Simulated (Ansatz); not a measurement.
# λ, α²F and ρ(T) of Ni(111) film of 5 layers, part 2 of 4

Aim: how strongly do electrons couple to phonons in Ni(111) film of 5 layers, and what resistivity does that give?

Ansatz 0.2.0; DFT PBEsol, scalar-relativistic, plane waves, PAW; PAW set soft_1.

So far: Starting point; Relaxation.

## Step 3: Tight relaxation

Phonons are second derivatives about the minimum, so the remaining forces must be small: the thresholds are tightened.

input.yaml

```yaml
crystal:
  lattice:
    - [2.4227199663, 0.0, 0.0]
    - [-1.2113599832, 2.0981370371, 0.0]
    - [0.0, 0.0, 40.0581823999]
  atoms:
    - { symbol: Ni, position: [0.0, 0.0, 0.1389432995], spin: 0.74 }
    - { symbol: Ni, position: [0.3333333333, 0.6666666667, 0.1885589526], spin: 0.78 }
    - { symbol: Ni, position: [0.6666666667, 0.3333333333, 0.2387663251], spin: 0.76 }
    - { symbol: Ni, position: [0.0, 0.0, 0.2889736975], spin: 0.78 }
    - { symbol: Ni, position: [0.3333333333, 0.6666666667, 0.3385893506], spin: 0.74 }
  periodic: [true, true, false]
kpoints:
  mp_grid: { grid: [12, 12, 1] }
hamiltonian:
  xc: pbesol
  pseudopotentials: { kind: paw, azcp: { folder: soft_1 }, xc_functional: pbe }
scf:
  occupations: { method: gaussian, width: 0.15 }
output:
  forces: true
  stress: true
  eigenvalues: true
  populations: true
  write_density: true
  write_potential: true
  elf: true
  volumetric_format: npy
magnetization:
  spin_polarized: true
relax:
  adjacent_minimum: "off"
  f_tol: 0.001
  max_steps: 60
  cell: { stress_2d_tol: 0.002 }
```

Run with:

```sh
$ ansatz run input.yaml --threads 8 --pin off --max-ram 20480MiB --backend cpu --events-out ev --progress --plain --runs-dir out
```

Numbers of over 12 decimals in the logs are rounded to 6 here.

Log:

```text
[the first part of the log is left out]
  atom   5  Ni     0.00000000    -0.00000000     0.00001582
  max |Σ_I F_I| component: 2.31e-18 eV/Å
--- 2D stress c σ (N/m, compression-positive) ---
       -0.000914      -0.000000       0.000000
       -0.000000      -0.000914       0.000000
        0.000000       0.000000      -0.000000
  P = ½ c Tr σ = -0.0009 N/m
--- Band table (eV; the first three rows and the last of 38) ---
[...]
° read free of the cell's end (the report's vacuum.weakly_bound_levels)
--- Relaxed structure (3 steps of the walk, 3 accepted, 1 SCFs on fresh bases) ---
[...]
cell:  # Å, volume = 203.6863 Å³
    - [2.423092, 2.88719456031238e-11, 0]
    - [-1.211546, 2.098459, 0]
    - [0, 0, 40.0581823999]
  atoms:
    - { symbol: Ni, position: [0, -2.739098531004482e-17, 0.138928] }
    - { symbol: Ni, position: [0.333333, 0.666667, 0.188557] }
    - { symbol: Ni, position: [0.666667, 0.333333, 0.238766] }
    - { symbol: Ni, position: [0, -2.738486572971042e-17, 0.288975] }
    - { symbol: Ni, position: [0.333333, 0.666667, 0.338605] }
--- Löwdin populations: 5 sites ---
  site symbol       q [e]    m [muB]
     0     Ni     17.7946     0.6799
     1     Ni     17.7564     0.6951
     2     Ni     17.7759     0.6688
     3     Ni     17.7564     0.6951
     4     Ni     17.7946     0.6799
  spilling = 0.012468 (of n_electrons = 90.000000)
```

Elapsed: 25 s, on 8 threads of Arm Neoverse V2, shared host; peak memory 1 GiB; 3.1 min of CPU time.

Little changed from the start: no atom moved by 0.005 Å and no cell edge by 0.1 %.

Numbers from this step:

```
magnetization          : 3.267 μB
absolute magnetization : 3.705 μB
site moments           : 0.6832, 0.7060, 0.6738, 0.7060, 0.6832 μB
```

Spin density in the ca plane at fractional y = 0.667, with atoms of Ni within 0.2 Å of it.

Ten even steps from '0' (0.0 e/Å³) to '9' (1.9 e/Å³), each cell a mean:
```
00000000000000000000000000000000000000000000
00000000000000000000000000000000000000000000
00000000000000000000000000000000000000000000
00000000000001200000000000000021000000000000
00000000000005920000000000000295000000000000
00000000000005930000000000000295000000000000
00000000000001210000000000000021000000000000
00000000000000000000000000000000000000000000
```
Columns run along c (16.0 Å, from fractional 0.06 to 0.46 of the cell), rows up along a (2.4 Å). Atoms in or near the plane, at fractional coordinates: Ni at (0.19, 0.33), Ni at (0.34, 0.33).

Valence density in the ca plane at fractional y = 0.667, with atoms of Ni within 0.2 Å of it. It is the smooth field of the valence electrons, not physical close to the nuclei.

Values in e/Å³, 5 rows by 16 columns, each cell a mean:
```
 0  0  0  1  0  0  1  1  1  1  0  0  0  0  0  0
 0  0  0  1  1  1  0  1  0  1  1  1  0  0  0  0
 0  0  0  0  4 14  0  0  0  0  5 13  0  0  0  0
 0  0  0  0  5 20  0  0  0  0  6 19  0  0  0  0
 0  0  0  1  1  2  0  1  0  1  1  2  0  0  0  0
```
Columns run along c (16.0 Å, from fractional 0.06 to 0.46 of the cell), rows up along a (2.4 Å). Atoms in or near the plane, at fractional coordinates: Ni at (0.19, 0.33), Ni at (0.34, 0.33).

ELF in the ca plane at fractional y = 0.667, with atoms of Ni within 0.2 Å of it. It is the smooth field of the valence electrons, not physical close to the nuclei.

Ten even steps from '0' (0.00) to '9' (0.93), each cell a mean:
```
00001111221222222212212222222222222100000000
00001111221222222212212222122222222100000000
00001221111212212212122211122122111100000000
00001222222224532222222222222354211100000000
00011233333227952232222222322598211000000000
00011233333228962233222222322598211000000000
00001222222224532222222222222354211100000000
00001222212212222211122212122122111100000000
```
Columns run along c (16.0 Å, from fractional 0.06 to 0.46 of the cell), rows up along a (2.4 Å). Atoms in or near the plane, at fractional coordinates: Ni at (0.19, 0.33), Ni at (0.34, 0.33).

## Step 4: Phonons: q 2×2×1, k 8×8×1

Before any scattering is computed, the phonons show whether the structure is a minimum.

input.yaml

```yaml
crystal:
  lattice:
    - [2.4230920995, 0.0, 0.0]
    - [-1.2115460498, 2.0984593138, 0.0]
    - [0.0, 0.0, 40.0581823999]
  atoms:
    - { symbol: Ni, position: [0.0, 0.0, 0.1389277762], spin: 0.75 }
    - { symbol: Ni, position: [0.3333333333, 0.6666666667, 0.1885571536], spin: 0.78 }
    - { symbol: Ni, position: [0.6666666667, 0.3333333333, 0.2387663251], spin: 0.74 }
    - { symbol: Ni, position: [0.0, 0.0, 0.2889754965], spin: 0.78 }
    - { symbol: Ni, position: [0.3333333333, 0.6666666667, 0.3386048739], spin: 0.75 }
  periodic: [true, true, false]
kpoints:
  mp_grid: { grid: [8, 8, 1] }
hamiltonian:
  xc: pbesol
  pseudopotentials: { kind: paw, azcp: { folder: soft_1 }, xc_functional: pbe }
scf:
  occupations: { method: gaussian, width: 0.15 }
output:
  eigenvalues: true
  populations: true
magnetization:
  spin_polarized: true
phonons:
  method: dfpt
  qmesh: [2, 2, 1]
  temperatures: { t_max: 1000, t_step: 50 }
  qpath:
    path:
      - [0.0, 0.0, 0.0]
      - [0.5, 0.0, 0.0]
      - [0.33333333, 0.33333333, 0.0]
      - [0.0, 0.0, 0.0]
    npoints: 10
```

Log:

```text
Warning: crystal.symmetry: narrowed to the stabiliser of the run's FFT grids — unitary ops 12 → 6. A phonons.method: dfpt run fills in the rows of the dynamical matrix that it does not solve by its symmetry operations, which is exact only for operations that map its FFT grids onto themselves: filled in by any other, the frequencies could depend on the order in which like atoms are typed, or, by more than the grids' own error, on where the crystal sits among the grids' points. Excluded: 6 operations. The run can therefore solve more perturbations, solve them on more k-points, or both, and cost more. [rest of the remark cut]
[...]
Crystal: 5 atoms, lattice volume = 203.686 Å³
Basis set: ecut = 420 eV, 3847 PW (Γ), exchange–correlation on 36×36×540 points (8 copies of the dense FFT grid, shifted against one another)
Bands: 57, of which v1, the nominal top of the filled ones, is band 45 counted from 1 (44 counted from 0)
Symmetry: 12 space group operations
[...]
k-points: 10 of 64
[...]
Starting moments: Σ|m| = 3.8 μB on 5 of 5 sites
[...]
SCF 1 converged in 16 iterations: F = -29023.449840 eV  dr2 = 1.49e-8
[...]
a single point of the input's cell can leave the moments in the input for a lower state (scf.lower_state_search): this run first made a single point of its cell. This run's own SCFs start from the density of the state that the single point found, with the moments in the input. The single point stayed on the moments in the input.
k-points: 10 of 64 (irreducible under 6 space group operations, time reversal used)
[...]
Stability of the state it starts from, as read at its close in the collinear treatment: not read negative (Ritz values of 1 − χ₀K, real part plus size of imaginary part, from 0.67 to 0.73, by its mixing steps under the symmetry group of the SCF that read it); its run was given moments
[...]
SCF iter   9: F=-29023.449840 eV  HF=-29023.449840 eV  |F-HF|=5.46e-11  |Δ(HF+E_count)|=  3.82e-10  Δρ=2.35e-8 (↑2.35e-8 ↓2.02e-8)  dr2=2.52e-12  dr2_m=1.28e-13  M=3.284 μB ∫|m|=3.737 μB  ethr=1.00e-12  ⟨swp⟩=13.1  Hψ=8106  notcnv=0
SCF 2 converged in 9 iterations: F = -29023.449840 eV  dr2 = 2.52e-12
phonons: the bands overlap, so this run is a metal and interpolates without the dipole-dipole term. If the crystal is really an insulator or semiconductor, its LO-TO splitting is missing
NSCF: frozen V_eff on 10 k-points
WARN: eigensolver did not converge (σ=↑ k=6): 1 band(s) unlocked after 2 eigensolves, warm-restarted (20 sweeps on the last) at ethr=4.27e-12 eV (storage-precision floor; scheduled 1.00e-12 eV) (lowest unlocked band 56, counted from 0; max residual 2.46e-5 eV among the unlocked bands, 2.46e-5 eV over every band; other slots of this pass that fall short are told together in one closing line; warning suppressed until the next SCF loop or pass starts)
WARN: eigensolver did not converge in 4 slots of this pass, the one above among them; of largest residual over every band (σ=↓ k=7): 1 band(s) unlocked (lowest unlocked band 56, counted from 0; max residual 3.20e-5 eV among the unlocked bands, 3.20e-5 eV over every band); of lowest unlocked band (σ=↑ k=6): band 56
[...]
DFPT response loops at q = (0, 0, 0) (fractional): preconditioner auto → none (partly filled bands, converged f_vac=0.717); β = 0.30; Broyden in place of MSR1
[...]
SCF converged after 9 iterations
Magnetization: 3.2842 μB (46.6421 up, 43.3579 down)
Absolute magnetization: 3.7431 μB (∫|ρ↑−ρ↓|, with the PAW one-centre terms)
[...]
Per-site moments (μB) at R_I (Å): [(0.718592, 0.999525), (0.687518, 0.999525), (0.671601, 0.999525), (0.687518, 0.999525), (0.718592, 0.999525)]
Free energy (F): -29023.449840 eV
[...]
Internal energy: -29023.345731 eV  (E = F + TS)
E sigma→0 (E₀):  -29023.397786 eV
Entropy (-TS):   -0.104109 eV (-20.822 meV/atom)
Fermi energy:    -5.265708 eV
[...]
--- Band table (eV; the first three rows and the last of 20) ---
  k-point 0 ↑: bands = [... 41 lower, -6.5562, -6.5562, -6.3178, -6.3178, -6.0051, -6.0051, -5.8829, -5.8829, ... 8 higher]
  k-point 1 ↑: bands = [... 41 lower, -6.7859, -6.7041, -6.5492, -6.3842, -6.3127, -6.0036, -5.8710, -5.7485, ... 8 higher]
  k-point 2 ↑: bands = [... 41 lower, -6.6559, -6.6392, -6.4694, -6.2824, -6.0102, -6.0000, -5.8512, -4.7511, ... 8 higher]
  k-point 9 ↓: bands = [... 41 lower, -5.3190, -5.2452, -5.1265, -5.0883, -1.2739, -0.9002, -0.4896, 0.0158, ... 8 higher]
  ° read free of the cell's end (the report's vacuum.weakly_bound_levels)
--- Phonons (Γ-DFPT): 10 representative perturbations + reference (Σ response iterations 96) ---
  ASR residual: 1.631e-4 → 0.000e0 eV/Å²; symmetrization residual: 6.706e-5 eV/Å²
  The last average, over the group as it would stand without the narrowing to the FFT grids, took up to 6.712e-5 eV/Å² of the zone centre's force constants
  ASR residual per site (eV/Å²): 8.36e-5 1.52e-4 2.82e-5 5.11e-5 1.63e-4
  Γ frequencies (cm⁻¹): 0.00 0.00 0.00 49.67 49.67 84.86 84.86 109.10 122.73 122.73 148.58 148.58 205.00 270.16 301.95
--- Phonons (arbitrary-q DFPT): 2 irreducible q on the 2×2×1 mesh ---
  q = [0.0000, 0.0000, 0.0000] (star 1, of the zone-centre solve; hermiticity 1.16e-5, symmetrization 6.36e-11, taken by the last average 5.83e-6): -0.00 -0.00 0.00 49.67 49.67 84.86 84.86 109.10 122.73 122.73 148.58 148.58 205.00 270.16 301.95
  q = [0.0000, -0.5000, 0.0000] (star 3, 15 solved perturbations on 21 of 64 k-point pairs; hermiticity 3.86e-6, symmetrization 5.40e-10, taken by the last average 3.24e-6): 142.68 156.30 163.81 170.58 185.71 193.54 207.20 209.79 224.26 226.70 278.04 279.04 307.78 310.07 321.76
  sum rule: each row above includes the acoustic sum rule's correction from the zone centre's row sums; it moved no ω² by more than (0.87 cm⁻¹)²
  mesh force constants: q→R imaginary residual 1.16e-17; ASR residual 1.631e-4 → 0.000e0 eV/Å²; symmetrization residual 7.105e-15 eV/Å²
  interpolated dispersion: 31 rows × 15 modes
  density of states and harmonic sums: on the 30×30×1 q-mesh, interpolated from the force constants of a 2×2×1 supercell (no non-analytic term)
  largest difference from the sums on the solved wave vectors: F 8.18e-2 eV, S 1.46e-4 and C_V 6.43e-5 eV/K
  zero-point energy: 0.190245 eV/cell   skipped modes (ω ≤ 0): 3   left out of the sums: 2.22e-4 of the cell's modes: C_V's classical limit lies that fraction below 3 k_B per atom; for a crystal, a wire or a layer, F and S can be off by more, and a phonons.interpolated_qmesh denser along its periods is the remedy for the sampling
--- Löwdin populations: 5 sites ---
  site symbol       q [e]    m [muB]
     0     Ni     17.7906     0.7063
     1     Ni     17.7620     0.6824
     2     Ni     17.7735     0.6629
     3     Ni     17.7620     0.6824
     4     Ni     17.7906     0.7063
  spilling = 0.012457 (of n_electrons = 90.000000)
```

Run time: 7.2 min. Hardware: 8 threads; peak memory 2.2 GiB; 53 min of CPU time.

In the SCF lines HF is the Harris–Foulkes energy and dr2 the Hartree energy of the density residual, in eV; the loop may stop once dr2 is under the threshold and the program's other checks hold. Hψ counts applications of the Hamiltonian.

Numbers from this step:

| Property | Result |
| --- | --- |
| magnetization | 3.284 μB |
| absolute magnetization | 3.743 μB |
| site moments | 0.7186, 0.6875, 0.6716, 0.6875, 0.7186 μB |
| zero point energy | 0.1902 eV/cell |
| share of imaginary modes in the plain interpolation between solved wavevectors | 0 |
| highest frequency, solved or plainly interpolated | 321.8 cm⁻¹ |

Solved on the 2×2×1 mesh alone; all other wavevectors are interpolated. The phonon branches at the labelled points (cm⁻¹):

```
  point  branch 1  branch 2  branch 3  branch 4  branch 12  branch 13  branch 14  branch 15
      Γ         0         0         0        50        149        205        270        302
halfway        89       116       121       125        236        247        265        281
      M       143       156       164       171        279        308        310        322
halfway       152       158       181       190        273        299        302        313
      K       169       169       183       183        277        289        291        291
halfway        98       125       150       150        246        257        269        277
      Γ         0         0         0        50        149        205        270        302
```

Among the solved wavevectors the lowest mode, translations apart, is 49.7 cm⁻¹, so these are real on this k mesh.

[end of part 2 of 4]

[Logs are printed without paths, hosts, clocks, repeated set-up lines and the standing remarks that a program may print on its own settings, such as how far it seeks lower states.]

[Hosts, paths, dates, database ids (printed as entryN), source tags and the programs' standing remarks are cut or masked in the printed files.]
